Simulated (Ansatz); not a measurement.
# MgS (Niningerite, Fm-3m): phonons and vibrational spectra, part 3 of 4

Wanted: phonon frequencies of MgS (Niningerite, Fm-3m) and what follows from them.

Ansatz 0.2.0; DFT PBE, scalar-relativistic, plane waves, PAW.

So far. Step 3 (Relaxing to small forces for the phonons): The forces vanish by symmetry and the pressure is 0.004 GPa, within the tolerances set. The cell now holds 17.88 Å³/atom. Step 4 (Zone-centre response): Before it was imposed, the acoustic sum rule was missed by 1.5e-5 eV/Å² and the charge sum rule by 2.9e-4 e. Small misses are needed for a sound result but don't prove that mesh and cutoff are converged. The lowest optical mode is real, 224 cm⁻¹. The relaxed cell has a = 5.230 Å (conventional setting).

### 5. Response at finite wavevector

Stability and thermal properties need the whole zone. Linear response on a 4×4×4 q mesh gives force constants as far as a supercell of that size would, and the tensors from the zone-centre run are typed in so that the long-range dipole term is interpolated apart.

Input file input.yaml:

```yaml
crystal:
  lattice:
    - [0.0, 2.6148576574, 2.6148576574]
    - [2.6148576574, 0.0, 2.6148576574]
    - [2.6148576574, 2.6148576574, 0.0]
  atoms:
    - { symbol: Mg, position: [0.0, 0.0, 0.0] }
    - { symbol: S, position: [0.5, 0.5, 0.5] }
kpoints:
  mp_grid: { grid: [8, 8, 8] }
hamiltonian:
  xc: pbe
scf:
  occupations: { method: fixed }
output:
  eigenvalues: true
phonons:
  method: dfpt
  qmesh: [4, 4, 4]
  temperatures: { t_max: 1000, t_step: 50 }
  qpath:
    path:
      - [[0.0, 0.0, 0.0], [0.5, 0.0, 0.5], [0.625, 0.25, 0.625]]
      - [[0.375, 0.375, 0.75], [0.0, 0.0, 0.0], [0.5, 0.5, 0.5], [0.5, 0.25, 0.75], [0.5, 0.0, 0.5]]
    npoints: 10
  non_analytic_term:
    high_frequency_dielectric_tensor: [[5.4143, 0.0, 0.0], [0.0, 5.4143, 0.0], [0.0, 0.0, 5.4143]]
    born_effective_charges:
      - { species: Mg, tensor: [[2.3454, 0.0, 0.0], [0.0, 2.3454, 0.0], [0.0, 0.0, 2.3454]] }
      - { species: S, tensor: [[-2.3454, 0.0, 0.0], [0.0, -2.3454, 0.0], [0.0, 0.0, -2.3454]] }
    source: "zone-centre run at this cell"
```

Command:

```bash
> ansatz run input.yaml --threads 4 --pin off --max-ram 7168MiB --backend cpu --events-out ev --progress --plain --runs-dir out
```

Numbers of over 12 decimals in the logs are rounded to 6 here.

Log:

```text
[...]
Crystal: 2 atoms, lattice volume = 35.758 Å³
Basis set: ecut = 420 eV, 725 PW (Γ), exchange–correlation on 50×50×50 points (8 copies of the dense FFT grid, shifted against one another)
Bands: 12, of which v1, the nominal top of the filled ones, is band 8 counted from 1 (7 counted from 0)
Symmetry: 48 space group operations
k-points: 29 of 512
[...]
SCF iter   1: F=—  HF=-2828.748917 eV  |F-HF|=—  |Δ(HF+E_count)|=         —  Δρ=4.11e-4  dr2=4.69e-5  ethr=1.77e-3  ⟨swp⟩=5.7  Hψ=1885  notcnv=0  defer=44
[...]
SCF iter   8: F=-2828.748763 eV  HF=-2828.748763 eV  |F-HF|=0.00e0  |Δ(HF+E_count)|=  6.82e-12  Δρ=2.24e-8  dr2=2.11e-13  ethr=1.00e-12  ⟨swp⟩=4.3  Hψ=1294  notcnv=0
SCF 1 converged in 8 iterations: F = -2828.748763 eV  dr2 = 2.11e-13
[...]
NSCF: frozen V_eff on 29 k-points
[...]
DFPT response loops at q = (0, 0, 0) (fractional): preconditioner auto → none (the input reference at scf.mixing.eps_inf says where Resta's filter doesn't serve); β = 0.50; Broyden in place of MSR1
[...]
SCF converged after 8 iterations
Free energy (F): -2828.748763 eV
[...]
Internal energy: -2828.748763 eV  (E = F + TS)
E sigma→0 (E₀):  -2828.748763 eV
Fermi energy:    6.214756 eV
[...]
--- Band table (eV; the first three rows and the last of 29) ---
  k-point 0: bands = [... 4 lower, -6.3657, 6.2148, 6.2148, 6.2148, 9.8185, 14.1403, 14.1403, 14.1403]
  k-point 1: bands = [... 4 lower, -6.2174, 5.1789, 6.1169, 6.1169, 10.6246, 13.8205, 14.3795, 14.3795]
  k-point 2: bands = [... 4 lower, -5.8174, 3.4493, 5.9031, 5.9031, 11.1194, 13.9918, 13.9918, 14.4224]
  k-point 28: bands = [... 4 lower, -4.6953, 3.0596, 3.0596, 3.9035, 11.4074, 14.1241, 14.1241, 14.2162]
--- Phonons (Γ-DFPT): 2 representative perturbations + reference (Σ response iterations 6) ---
  ASR residual: 4.477e-6 → 0.000e0 eV/Å²; symmetrization residual: 3.170e-6 eV/Å²
  ASR residual per site (eV/Å²): 4.48e-6 2.65e-6
  Γ frequencies (cm⁻¹): 0.00 0.00 0.00 223.73 223.73 223.73
--- Phonons (arbitrary-q DFPT): 8 irreducible q on the 4×4×4 mesh ---
  q = [0.0000, 0.0000, 0.0000] (star 1, of the zone-centre solve; hermiticity 2.49e-6, symmetrization 5.80e-13): -0.00 0.00 0.00 223.73 223.73 223.73
  q = [0.0000, 0.0000, 0.2500] (star 8, 2 solved perturbations on 288 of 512 k-point pairs; hermiticity 7.87e-7, symmetrization 2.45e-13): 109.77 109.77 190.94 215.58 215.58 380.65
[...]
q = [0.0000, 0.2500, 0.2500] (star 6, 4 solved perturbations in 528 linear systems a pass and spin channel, the states on 164 of 512 k-point pairs; hermiticity 8.88e-7, symmetrization 3.27e-13): 107.75 107.75 205.09 238.17 238.17 307.53
[...]
sum rule: each row above includes the acoustic sum rule's correction from the zone centre's row sums; it moved no ω² by more than (0.22 cm⁻¹)²
  mesh force constants: q→R imaginary residual 3.01e-18; ASR residual 4.477e-6 → 0.000e0 eV/Å²; symmetrization residual 7.105e-15 eV/Å²
  interpolated dispersion: 63 rows × 6 modes
  density of states and harmonic sums: on the 20×20×20 q-mesh, interpolated from the force constants of a 4×4×4 supercell (with the dipole–dipole term of supplied tensors)
  largest difference from the sums on the solved wave vectors: F 9.37e-3 eV, S 1.34e-5 and C_V 3.98e-6 eV/K
  zero-point energy: 0.080507 eV/cell   skipped modes (ω ≤ 0): 3   left out of the sums: 6.25e-5 of the cell's modes: C_V's classical limit lies that fraction below 3 k_B per atom; for a crystal, a wire or a layer, F and S can be off by more, and a phonons.interpolated_qmesh denser along its periods is the remedy for the sampling
```

Run time: 50 s. Hardware: 4 threads of Arm Neoverse V1, shared host; peak memory 0.74 GiB.

Numbers from this step:

* sum-rule residual before enforcement: 4.48e-6 eV/Å²
* lowest frequency on the path: 0 cm⁻¹
* highest frequency on the path or at a solved wavevector: 388.8 cm⁻¹
* mean frequency: 216.5 cm⁻¹
* Debye temperature (second moment): 419 K
* logarithmic mean frequency: 206.5 cm⁻¹
* lowest mode on the q mesh (acoustic modes at Γ apart): 107.8 cm⁻¹
* zero-point energy per atom: 40.25 meV
* heat capacity at 300 K: 22.68 J/(mol atoms K)
* vibrational entropy at 300 K: 26.36 J/(mol atoms K)

Frequencies (cm⁻¹) solved at each irreducible wavevector; negative means imaginary. Frequencies by wavevector, by row:

```
q in reciprocal lattice units  star  mode 1  mode 2  mode 3  mode 4  mode 5  mode 6
                        0 0 0     1       0       0       0   223.7   223.7   223.7
                     0 0 0.25     8   109.8   109.8   190.9   215.6   215.6   380.6
                     0 0 -0.5     4   168.9   168.9   192.5   192.5   290.5   355.2
                  0 0.25 0.25     6   107.8   107.8   205.1   238.2   238.2   307.5
                  0 0.25 -0.5    24     148   178.7   220.3   226.9   261.3   293.7
                 0 0.25 -0.25    12   155.1   170.6   190.1   249.2   256.6     314
                  0 -0.5 -0.5     3   125.7   125.7   181.9   252.4   252.4   292.1
              0.25 -0.5 -0.25     6   168.8   168.8   224.8   228.8   273.7   273.7
```

Interpolated from a 4×4×4 q mesh, with the LO-TO term (at Γ the limit along the path; where Γ stands inside the path, tables give the limit on arrival). Phonon branches along the path, in cm⁻¹:

```
    point  branch 1  branch 2  branch 3  branch 4  branch 5  branch 6
        Γ         0         0         0       224       224       389
  halfway       108       108       205       238       238       308
        X       126       126       182       252       252       292
  halfway       134       153       182       247       260       290
        U       154       179       210       231       272       282
jump to K       154       179       210       231       272       282
  halfway       132       136       198       210       246       350
        Γ         0         0         0       224       224       389
  halfway       110       110       191       216       216       381
        L       169       169       192       192       290       355
  halfway       170       181       204       232       287       288
        W       169       169       225       229       274       274
  halfway       143       170       181       250       259       287
        X       126       126       182       252       252       292
```

The phonon branches as a text plot (rows in cm⁻¹):

```
    381 |***                      ************
    364 |   *                    *            ***
    348 |                       *                ***
    332 |    **                *                    *
    316 |                                            *
    300 |      *     **      **                                 *
    284 |       * ***  **** *                   *********  *****
    267 |        *     ******                  *       *******
    251 |        *******   * ****             *        **   *****
    235 |  ******       ***    * ****                 *  ***
    219 |**      *         *        **********       *  * **
    203 |      *  **     ** *   ****          ***  *****    *
    186 |           *******  *** *          *    *******     ****
    170 |    **         *  ****                 *************
    154 |              * **  ***           *   *            ***
    138 |   *         ***       * **          *               **
    122 |       *******                   *  *                 **
    105 |      *                 *  *       *
     89 |  * **                   **     * *
     73 |   *                             *
     57 |  *                        **   *
     40 | *                             *
     24 | *                          *  *
      8 |*                            **
         Γ           X  U|K            Γ         L        W     X
```

Tetrahedra on a 20×20×20 mesh, mean over bins of 5 cm-1. Interpolated from a 4×4×4 q mesh. Phonon density of states against wavenumber; read off at these points:

wavenumber (cm⁻¹), phonon density of states (1/cm⁻¹/cell) and a bar:
```
        2     0.0000 
       18     0.0001 
       28     0.0002 
       42     0.0005 
       58     0.0011 #
       68     0.0016 #
       82     0.0028 ##
       98     0.0046 ###
      108     0.0067 ####
      122     0.0139 ########
      138     0.0219 #############
      148     0.0248 ###############
      162     0.0324 ###################
      168     0.0433 ##########################
      178     0.0498 ##############################
      188     0.0096 ######
      202     0.0364 ######################
      212     0.0381 #######################
      228     0.0255 ###############
      242     0.0438 ##########################
      252     0.0278 #################
      268     0.0313 ###################
      282     0.0415 #########################
      292     0.0114 #######
      308     0.0069 ####
      322     0.0065 ####
      332     0.0065 ####
      348     0.0066 ####
      362     0.0054 ###
      372     0.0045 ###
      388     0.0008 #
```

The partial phonon density of states has structure finer than the step of the table below, so its rows give means over 10 cm⁻¹, whole bins alone (the curve runs from -10 to 410 cm⁻¹). Peaks (cm⁻¹: height): Mg 180.2: 0.0267, 196.1: 0.0204, 241.0: 0.0201; S 167.0: 0.0175, 206.7: 0.0200, 241.0: 0.0234, 283.3: 0.0305.

Phonopy on the run's constants, 19x19x19 mesh, Gaussian sigma 3.0 cm-1. Interpolated from a 4×4×4 q mesh. Table of partial phonon density of states by wavenumber; means over each step; values in 1/cm⁻¹/cell:

```
wavenumber (cm⁻¹)       Mg        S
                0   1.4e-5   2.2e-5
               10   4.5e-7   9.0e-7
               20   3.9e-5   5.3e-5
               30   1.3e-4   1.7e-4
               40   1.8e-4   2.4e-4
               50   4.4e-4   5.9e-4
               60   4.2e-4   5.6e-4
               70   8.6e-4  0.00115
               80  0.00108  0.00143
               90  0.00154  0.00198
              100  0.00243  0.00298
              110  0.00352  0.00389
              120  0.00666  0.00629
              130   0.0104  0.00862
              140   0.0124   0.0102
              150   0.0141   0.0115
              160   0.0166   0.0134
              170   0.0197   0.0162
              180   0.0237   0.0123
              190   0.0176  0.00786
              200   0.0178   0.0160
              210   0.0156   0.0197
              220   0.0145   0.0179
              230   0.0146   0.0166
              240   0.0189   0.0221
              250   0.0150   0.0186
              260   0.0128   0.0152
              270  0.00960   0.0139
              280  0.00744   0.0234
              290  0.00580   0.0180
              300  0.00427  0.00378
              310  0.00416  0.00245
              320  0.00441  0.00207
              330  0.00435  0.00189
              340  0.00472  0.00188
              350  0.00464  0.00187
              360  0.00394  0.00184
              370  0.00305  0.00173
              380  0.00208  0.00135
              390   4.8e-4   3.4e-4
              400   2.8e-6   1.9e-6
```

Second derivatives of the energy by pair, one row for each kind of neighbour of each atom listed. Each entry sums the pair over the periodic images of the supercell that the q mesh stands for, and in a polar crystal it holds the long-range dipole part too. Force constants by pair, by row:

```
atom  neighbour  distance (Å)  third of the trace (eV/Å²)  along the pair's line (eV/Å²)
 Mg1     itself             0                       4.436                              –
 Mg1          S         2.615                     -0.6166                         -1.161
 Mg1         Mg         3.698                      0.0384                        -0.6352
 Mg1          S         4.529                     -0.0274                          0.213
 Mg1         Mg          5.23                     -0.2274                        -0.5588
 Mg1          S         5.847                      0.0312                         0.1924
 Mg1         Mg         6.405                     -0.0121                        -0.1141
 Mg1         Mg         7.396                      0.0297                        -0.1344
  S2     itself             0                       6.077                              –
  S2         Mg         2.615                     -0.6166                         -1.161
  S2          S         3.698                     -0.1981                        -0.9996
  S2         Mg         4.529                     -0.0274                          0.213
  S2          S          5.23                      0.0041                        -0.1184
  S2         Mg         5.847                      0.0312                         0.1924
  S2          S         6.405                     -0.0175                        -0.0997
  S2          S         7.396                      -0.088                        -0.2982
```

Harmonic thermodynamic functions per atom, from the density of states. Interpolated from a 4×4×4 q mesh. Thermodynamic functions, by row:

```
T (K)  F_vib (meV/atom)  S (J/mol-atom/K)  C_V (J/mol-atom/K)
    0             40.25                 0                   0
   50             40.14             0.986               3.225
  100             38.43             6.068               12.16
  200             25.97             17.59               20.28
  300              2.97             26.36               22.68
  400            -27.95             33.03               23.63
  500            -65.04             38.36               24.09
  600            -107.2             42.78               24.35
  700            -153.5             46.54                24.5
  800            -203.5             49.82                24.6
  900            -256.6             52.72               24.67
 1000            -312.6             55.33               24.73
```

Harmonic mean-square displacement, third of the trace. Interpolated from a 4×4×4 q mesh. Mean square displacements, by row:

```
T (K)  Mg1 U_eq (Å²)  S2 U_eq (Å²)
    0         0.0036       0.00266
  100        0.00443        0.0033
  300        0.00952       0.00706
  600        0.01822       0.01351
```

Symmetry leaves 8 wavevectors to solve. The lowest mode among them, the acoustic zeros apart, lies at q = (0, 0.25, 0.25) and is real, 108 cm⁻¹.

(Part 3 of 4 ends here.)

[Logs are printed without paths, hosts, clocks, repeated set-up lines and the standing remarks that a program may print on its own settings, such as how far it seeks lower states.]

[Hosts, paths, dates, database ids (printed as entryN), source tags and the programs' standing remarks are cut or masked in the printed files.]
